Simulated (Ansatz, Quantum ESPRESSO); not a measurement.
**SrLiH3 (Pm-3m): third-order response**

Aim: Raman and infrared lines of SrLiH3 (Pm-3m).

Method: DFT LDA, scalar-relativistic, plane waves, PseudoDojo norm-conserving pseudopotentials, in Quantum ESPRESSO 8.0 development, patched.

## Step 1: The structure

The structure is cubic, space group Pm-3m (No. 221). The conventional cell has a = 4.631 Å, b = 4.631 Å, c = 4.631 Å, α = 90.00°, β = 90.00°, γ = 90.00°. Li has 12 H at 3.27 Å nearest. Nearest to Sr lie 6 H at 2.32 Å. H has 2 Sr at 2.32 Å nearest. Farther neighbours are not listed.

## Step 2: A first look

Before anything dear is run, a loose run with smearing shows whether this is a metal and how far the cell is from rest.

Contents of probe.in:

```
&CONTROL
  calculation = 'scf'
  prefix      = 'x'
  outdir      = './tmp'
  pseudo_dir  = './pseudo'
  tprnfor     = .true.
  tstress     = .true.
  verbosity   = 'high'
/
&SYSTEM
  ibrav       = 1
  celldm(1)   = 8.75092673
  nat         = 5
  ntyp        = 3
  ecutwfc     = 66.0
  occupations = 'smearing'
  smearing    = 'gaussian'
  degauss     = 0.01
/
&ELECTRONS
  conv_thr         = 1.0d-07
  mixing_beta      = 0.7
  electron_maxstep = 100
/
ATOMIC_SPECIES
 Li      6.9400  Li.upf
 Sr     87.6200  Sr.upf
 H       1.0080  H.upf
ATOMIC_POSITIONS crystal
 Li     0.000000000   0.000000000   0.000000000
 Sr     0.500000000   0.500000000   0.500000000
 H      0.000000000   0.500000000   0.500000000
 H      0.500000000   0.000000000   0.500000000
 H      0.500000000   0.500000000   0.000000000
K_POINTS automatic
 4 4 4 0 0 0
```

Command:

```bash
OMP_NUM_THREADS=1 mpirun -n 4 pw.x -nk 4 -in probe.in > probe.out
```

Output:

```text
[banners, grids, parts of the stress and lines that vanish by symmetry left out]
Program PWSCF v.8.0dev
     bravais-lattice index     =            1
     lattice parameter (alat)  =       8.7509  a.u.
[...]
kinetic-energy cutoff     =      66.0000  Ry
     charge density cutoff     =     264.0000  Ry
     scf convergence threshold =      1.0E-07
[...]
Exchange-correlation= SLA-PW-NOGX-NOGC
                           (   1   4   0   0   0   0   0)
[...]
48 Sym. Ops., with inversion, found
[...]
(     0          1          0      )
                  (     0          0          1      )
[...]
(  0.0000000  1.0000000  0.0000000 )
                  (  0.0000000  0.0000000  1.0000000 )
[...]
(     0         -1          0      )
                  (     0          0          1      )
[...]
( -1.0000000  0.0000000  0.0000000 )
                  (  0.0000000  1.0000000  0.0000000 )
[...]
number of k points=    10  Gaussian smearing, width (Ry)=  0.0100
[...]
End of self-consistent calculation
[...]
the Fermi energy is     1.4587 ev
!    total energy              =     -86.22857200 Ry
[...]
convergence has been achieved in   6 iterations
[...]
atom    1 type  1   force =     0.00000000    0.00000000    0.00000000
     atom    2 type  2   force =     0.00000000    0.00000000    0.00000000
     atom    3 type  3   force =     0.00000000    0.00000000    0.00000000
     atom    4 type  3   force =     0.00000000    0.00000000    0.00000000
     atom    5 type  3   force =     0.00000000    0.00000000    0.00000000
[...]
Total force =     0.000000     Total SCF correction =     0.000000
[...]
total   stress  (Ry/bohr**3)                   (kbar)     P=      -13.35
[...]
XML data file, charge density, pseudopotentials, collected wavefunctions

   JOB DONE.
```

It took 3.2 s on 4 MPI ranks of Arm Neoverse V2, shared host; 11 s of CPU time.

This step gave:

| Item | Value |
| --- | --- |
| volume per atom | 19.86 Å³ |
| pressure | -1.335 GPa |
| gap on the k-mesh | 1.637 eV |

A gap of 1.6 eV opens on this mesh, so the crystal is taken as an insulator; the start stands at -1.3 GPa.

## Step 3: Relaxation

The harmonic expansion starts where the forces on the atoms vanish, and stress shifts the frequencies, so cell and atoms are relaxed with tight thresholds.

Contents of relax.in:

```
&CONTROL
  calculation   = 'vc-relax'
  prefix        = 'x'
  outdir        = './tmp'
  pseudo_dir    = './pseudo'
  tprnfor       = .true.
  tstress       = .true.
  forc_conv_thr = 2.0d-05
  etot_conv_thr = 1.0d-07
  nstep         = 40
/
&SYSTEM
  ibrav       = 1
  celldm(1)   = 8.75092673
  nat         = 5
  ntyp        = 3
  ecutwfc     = 66.0
  occupations = 'fixed'
  nbnd        = 10
/
&ELECTRONS
  conv_thr         = 1.0d-11
  mixing_beta      = 0.7
  electron_maxstep = 100
/
&IONS
/
&CELL
  press_conv_thr = 0.2
/
ATOMIC_SPECIES
 Li      6.9400  Li.upf
 Sr     87.6200  Sr.upf
 H       1.0080  H.upf
ATOMIC_POSITIONS crystal
 Li     0.000000000   0.000000000   0.000000000
 Sr     0.500000000   0.500000000   0.500000000
 H      0.000000000   0.500000000   0.500000000
 H      0.500000000   0.000000000   0.500000000
 H      0.500000000   0.500000000   0.000000000
K_POINTS automatic
 6 6 6 0 0 0
```

Command:

```bash
OMP_NUM_THREADS=1 mpirun -n 4 pw.x -nk 4 -in relax.in > relax.out
```

Output:

```text
[banners, grids, parts of the stress and lines that vanish by symmetry left out]
[banner, memory and clock lines left out]
Program PWSCF v.8.0dev

[...]
kinetic-energy cutoff     =      66.0000  Ry
     charge density cutoff     =     264.0000  Ry
     scf convergence threshold =      1.0E-11
[...]
energy convergence thresh.=      1.0E-07
     force convergence thresh. =      2.0E-05
     press convergence thresh. =      2.0E-01
     Exchange-correlation= SLA-PW-NOGX-NOGC
                           (   1   4   0   0   0   0   0)
[...]
48 Sym. Ops., with inversion, found
[...]
number of k points=    20
[...]
c_bands:  1 eigenvalues not converged
[...]
End of self-consistent calculation
[...]
highest occupied, lowest unoccupied level (ev):     0.5079    2.1451
!    total energy              =     -86.22853298 Ry
[...]
convergence has been achieved in  10 iterations
[...]
atom    1 type  1   force =     0.00000000    0.00000000    0.00000000
     atom    2 type  2   force =     0.00000000    0.00000000    0.00000000
     atom    3 type  3   force =     0.00000000    0.00000000    0.00000000
     atom    4 type  3   force =     0.00000000    0.00000000    0.00000000
     atom    5 type  3   force =     0.00000000    0.00000000    0.00000000
     Total force =     0.000000     Total SCF correction =     0.000000
[...]
total   stress  (Ry/bohr**3)                   (kbar)     P=      -13.30
[...]
number of bfgs steps    =   0
[...]
CELL_PARAMETERS (alat=  8.75092673)
[...]
ATOMIC_POSITIONS (crystal)
Li               0.0000000000        0.0000000000        0.0000000000
Sr               0.5000000000        0.5000000000        0.5000000000
H                0.0000000000        0.5000000000        0.5000000000
H                0.5000000000        0.0000000000        0.5000000000
[...]
New effective cutoffs (rho, wfc):  265.15   66.29
[...]
End of self-consistent calculation
[...]
highest occupied, lowest unoccupied level (ev):     0.5461    2.1721
!    total energy              =     -86.22892136 Ry
[...]
convergence has been achieved in   5 iterations
[...]
atom    1 type  1   force =     0.00000000    0.00000000    0.00000000
     atom    2 type  2   force =     0.00000000    0.00000000    0.00000000
     atom    3 type  3   force =     0.00000000    0.00000000    0.00000000
     atom    4 type  3   force =     0.00000000    0.00000000    0.00000000
     atom    5 type  3   force =     0.00000000    0.00000000    0.00000000
     Total force =     0.000000     Total SCF correction =     0.000000
[...]
total   stress  (Ry/bohr**3)                   (kbar)     P=      -11.91
[...]
number of bfgs steps    =   1
[...]
WARNING: bfgs curvature condition failed, Theta= 0.897
[...]
CELL_PARAMETERS (alat=  8.75092673)
[...]
ATOMIC_POSITIONS (crystal)
[...]
New effective cutoffs (rho, wfc):  266.96   66.74
[...]
End of self-consistent calculation
[...]
highest occupied, lowest unoccupied level (ev):     0.6043    2.2130
!    total energy              =     -86.22941977 Ry
[...]
convergence has been achieved in   7 iterations
[...]
atom    1 type  1   force =     0.00000000    0.00000000    0.00000000
     atom    2 type  2   force =     0.00000000    0.00000000    0.00000000
[...]
total   stress  (Ry/bohr**3)                   (kbar)     P=       -6.40
[...]
number of bfgs steps    =   3
[...]
CELL_PARAMETERS (alat=  8.75092673)
[...]
ATOMIC_POSITIONS (crystal)
[...]
New effective cutoffs (rho, wfc):  273.91   68.48
[...]
End of self-consistent calculation
[...]
highest occupied, lowest unoccupied level (ev):     0.8325    2.3707
!    total energy              =     -86.23035085 Ry
[...]
convergence has been achieved in   8 iterations
[...]
Total force =     0.000000     Total SCF correction =     0.000000
[...]
total   stress  (Ry/bohr**3)                   (kbar)     P=       -0.97
[...]
number of bfgs steps    =   4
[...]
CELL_PARAMETERS (alat=  8.75092673)
[...]
ATOMIC_POSITIONS (crystal)
[...]
New effective cutoffs (rho, wfc):  274.67   68.67
[...]
End of self-consistent calculation
[...]
highest occupied, lowest unoccupied level (ev):     0.8575    2.3878
!    total energy              =     -86.23035918 Ry
[...]
convergence has been achieved in   6 iterations
[...]
Total force =     0.000000     Total SCF correction =     0.000000
[...]
total   stress  (Ry/bohr**3)                   (kbar)     P=        0.03
[...]
number of bfgs steps    =   5
[...]
CELL_PARAMETERS (alat=  8.75092673)
[...]
ATOMIC_POSITIONS (crystal)
[...]
New effective cutoffs (rho, wfc):  274.64   68.66
[...]
End of self-consistent calculation
[...]
highest occupied, lowest unoccupied level (ev):     0.8568    2.3873
!    total energy              =     -86.23035919 Ry
[...]
convergence has been achieved in   4 iterations
[...]
atom    3 type  3   force =     0.00000000    0.00000000    0.00000000
     atom    4 type  3   force =     0.00000000    0.00000000    0.00000000
     atom    5 type  3   force =     0.00000000    0.00000000    0.00000000
     Total force =     0.000000     Total SCF correction =     0.000000
[...]
total   stress  (Ry/bohr**3)                   (kbar)     P=       -0.00
[...]
bfgs converged in   7 scf cycles and   6 bfgs steps
[...]
End of BFGS Geometry Optimization
     Final enthalpy           =     -86.2303591896 Ry
     File ./tmp/x.bfgs deleted, as requested
[...]
CELL_PARAMETERS (alat=  8.75092673)
[...]
ATOMIC_POSITIONS (crystal)
[...]
H                0.5000000000        0.0000000000        0.5000000000
H                0.5000000000        0.5000000000        0.0000000000
[...]
Final scf calculation at the relaxed structure.
[...]
kinetic-energy cutoff     =      66.0000  Ry
     charge density cutoff     =     264.0000  Ry
     scf convergence threshold =      1.0E-13
[...]
press convergence thresh. =      2.0E-01
     Exchange-correlation= SLA-PW-NOGX-NOGC
                           (   1   4   0   0   0   0   0)
[...]
48 Sym. Ops., with inversion, found
[...]
number of k points=    20
[...]
End of self-consistent calculation
[...]
highest occupied, lowest unoccupied level (ev):     0.8567    2.3874
!    total energy              =     -86.23016789 Ry
[...]
convergence has been achieved in  12 iterations
[...]
atom    1 type  1   force =     0.00000000    0.00000000    0.00000000
     atom    2 type  2   force =     0.00000000    0.00000000    0.00000000
     atom    3 type  3   force =     0.00000000    0.00000000    0.00000000
     atom    4 type  3   force =     0.00000000    0.00000000    0.00000000
     atom    5 type  3   force =     0.00000000    0.00000000    0.00000000
     Total force =     0.000000     Total SCF correction =     0.000000
[...]
total   stress  (Ry/bohr**3)                   (kbar)     P=       -0.49
[...]
XML data file, charge density, pseudopotentials, collected wavefunctions
```

Run time: 25 s. Hardware: 4 MPI ranks; 1.7 min of CPU time.

The steps of the relaxation:

| step | energy less that of the first step (eV) | largest force (eV/Å) | pressure (GPa) | volume (Å³) |
| --- | --- | --- | --- | --- |
| 1 | 0.0000 | 0.0000 | -1.33 | 99.30 |
| 2 | -0.0053 | 0.0000 | -1.19 | 98.63 |
| 3 | -0.0121 | 0.0000 | -0.98 | 97.63 |
| 4 | -0.0196 | 0.0000 | -0.64 | 96.14 |
| 5 | -0.0247 | 0.0000 | -0.10 | 93.93 |
| 6 | -0.0248 | 0.0000 | 0.00 | 93.55 |
| 7 | -0.0248 | 0.0000 | 0.00 | 93.56 |
| 8 | -0.0222 | 0.0000 | -0.05 | 93.56 |

| conventional cell, symmetrised | before | after | change |
| --- | --- | --- | --- |
| a (Å) | 4.631 | 4.540 | -2.0 % |
| b (Å) | 4.631 | 4.540 | -2.0 % |
| c (Å) | 4.631 | 4.540 | -2.0 % |
| volume (Å³/atom) | 19.86 | 18.71 | -5.8 % |

The relaxed structure:

```
CELL_PARAMETERS angstrom
4.53976 0.00000 0.00000
0.00000 4.53976 0.00000
0.00000 0.00000 4.53976
ATOMIC_POSITIONS crystal
Li 0.00000 0.00000 0.00000
Sr 0.50000 0.50000 0.50000
H 0.00000 0.50000 0.50000
H 0.50000 0.00000 0.50000
H 0.50000 0.50000 0.00000
```

The last row of the table of steps is pw.x's closing run on a basis chosen anew for the final cell, so its energy can jump.

Numbers from this step:

```
volume per atom   : 18.71 Å³
pressure          : -0.04900 GPa
gap on the k-mesh : 1.531 eV
```

The volume changes by -5.8 % from the cell with which this run began.

## Step 4: Ground state

Perturbation theory inherits every error of the wavefunctions, so the threshold is set near the limit of the arithmetic. With a gap, occupations are fixed, which also allows the response to an electric field.

Contents of scf.in:

```
&CONTROL
  calculation = 'scf'
  prefix      = 'x'
  outdir      = './tmp'
  pseudo_dir  = './pseudo'
  tprnfor     = .true.
  tstress     = .true.
/
&SYSTEM
  ibrav       = 1
  celldm(1)   = 8.57889689
  nat         = 5
  ntyp        = 3
  ecutwfc     = 66.0
  occupations = 'fixed'
  nbnd        = 10
/
&ELECTRONS
  conv_thr         = 1.0d-12
  mixing_beta      = 0.7
  electron_maxstep = 100
/
ATOMIC_SPECIES
 Li      6.9400  Li.upf
 Sr     87.6200  Sr.upf
 H       1.0080  H.upf
ATOMIC_POSITIONS crystal
 Li     0.000000000   0.000000000   0.000000000
 Sr     0.500000000   0.500000000   0.500000000
 H      0.000000000   0.500000000   0.500000000
 H      0.500000000   0.000000000   0.500000000
 H      0.500000000   0.500000000   0.000000000
K_POINTS automatic
 6 6 6 0 0 0
```

Command:

```bash
OMP_NUM_THREADS=1 mpirun -n 4 pw.x -nk 4 -in scf.in > scf.out
```

Output:

```text
[banners, grids, parts of the stress and lines that vanish by symmetry left out]
[banner, memory and clock lines left out]
Program PWSCF v.8.0dev

[...]
kinetic-energy cutoff     =      66.0000  Ry
     charge density cutoff     =     264.0000  Ry
     scf convergence threshold =      1.0E-12
[...]
Exchange-correlation= SLA-PW-NOGX-NOGC
                           (   1   4   0   0   0   0   0)
[...]
48 Sym. Ops., with inversion, found
[...]
number of k points=    20
[...]
End of self-consistent calculation
[...]
highest occupied, lowest unoccupied level (ev):     0.8568    2.3874
!    total energy              =     -86.23016789 Ry
[...]
convergence has been achieved in  11 iterations
[...]
atom    1 type  1   force =     0.00000000    0.00000000    0.00000000
     atom    2 type  2   force =     0.00000000    0.00000000    0.00000000
     atom    3 type  3   force =     0.00000000    0.00000000    0.00000000
     atom    4 type  3   force =     0.00000000    0.00000000    0.00000000
     atom    5 type  3   force =     0.00000000    0.00000000    0.00000000
     Total force =     0.000000     Total SCF correction =     0.000000
[...]
total   stress  (Ry/bohr**3)                   (kbar)     P=       -0.49
[...]
XML data file, charge density, pseudopotentials, collected wavefunctions
```

The job ended after 5.1 s (4 MPI ranks; 20 s of CPU time).

The cell stands at -0.049 GPa, close enough for phonons.

[end of part 1 of 3]

[Host names and launcher messages were left out of these logs when they were recorded.]

[Logs are printed without paths, hosts, clocks, repeated set-up lines and the standing remarks that a program may print on its own settings, such as how far it seeks lower states.]

[Hosts, paths, dates, database ids (printed as entryN), source tags and the programs' standing remarks are cut or masked in the printed files.]
